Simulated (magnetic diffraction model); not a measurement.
## Magnetic neutron pattern of TlFeI2F

Space group I4/mcm (no. 140), a = 7.6740 Å, c = 10.0970 Å.

| site | atom | x | y | z |
| --- | --- | --- | --- | --- |
| 4a | Tl | 0 | 0 | 3/4 |
| 8h | I | 0.2316 | 0.2684 | 1/2 |
| 4d | Fe | 1/2 | 0 | 0 |
| 4b | F | 1/2 | 0 | 1/4 |

This is a made-up structure (elements placed in a structure type, unrelaxed), so the numbers test the method and describe no known phase.

Only Fe is taken to order (form factors of Fe2+); orders and moment sizes are assumed, and not adapted to the symmetry. Radiation: neutrons of λ = 2.0775 Å, 3° to 65°; isotropic B of 0.13 Å² (Tl), 0.21 Å² (I), 0.21 Å² (Fe) and 0.28 Å² (F). Simulated constant-wavelength pattern: nuclear and magnetic terms add, the magnetic one as |2.695 fm × Σ f S⊥ exp(2πi Q·r) exp(−B s²)|², summed over all Q at one angle with the factor 1/(sin²θ cos θ). For collinear order S is the moment m, which repeats by lattice and centring translations R with the sign exp(−2πi k·R). Free-ion form factors, Sears's scattering lengths of 1992, no absorption; a label names one of the reflections at its angle. The strongest nuclear line in the range is 100, and lines under 0.2 are left out.

Assume the order k = (0 0 0), collinear moments along [110], 3.33 μB on Fe; signs + at (1/2, 0, 0), − at (0, 1/2, 0).

Predict the pattern, nuclear and magnetic parts apart.

```csv
2θ (°),index,nuclear,magnetic
19.58,(1 0 1),0.0,40.2
22.07,(1 1 0),13.8,0.0
23.75,(0 0 2),4.5,0.0
31.41,(2 0 0),31.1,0.0
32.64,(1 1 2),50.8,0.0
37.29,(2 1 1),2.8,13.7
39.39,(1 0 3),0.0,9.8
39.76,(2 0 2),50.7,0.0
45.02,(2 2 0),100.0,0.0
48.60,(0 0 4),45.2,0.0
49.53,(3 0 1),0.0,2.9
50.69,(3 1 0),4.9,0.0
51.22,(2 1 3),1.6,7.5
51.52,(2 2 2),3.5,0.0
53.98,(1 1 4),5.3,0.0
56.71,(3 1 2),35.2,0.0
59.02,(2 0 4),20.5,0.0
59.84,(3 2 1),1.1,3.1
61.34,(3 0 3),0.0,1.9
64.27,(1 0 5),0.0,2.3
```

The strongest magnetic line in the range is (1 0 1) at 19.58° (40.2). On top of the Lorentz factor, which all lines share, magnetic lines fade with angle because f falls: for Fe2+ it is 0.90, 0.68, 0.45 and 0.15 at sin θ/λ = 0.1, 0.2, 0.3 and 0.5 Å⁻¹, while nuclear lengths stay constant. The order has no net moment.

[Logs are printed without paths, hosts, clocks, repeated set-up lines and the standing remarks that a program may print on its own settings, such as how far it seeks lower states.]
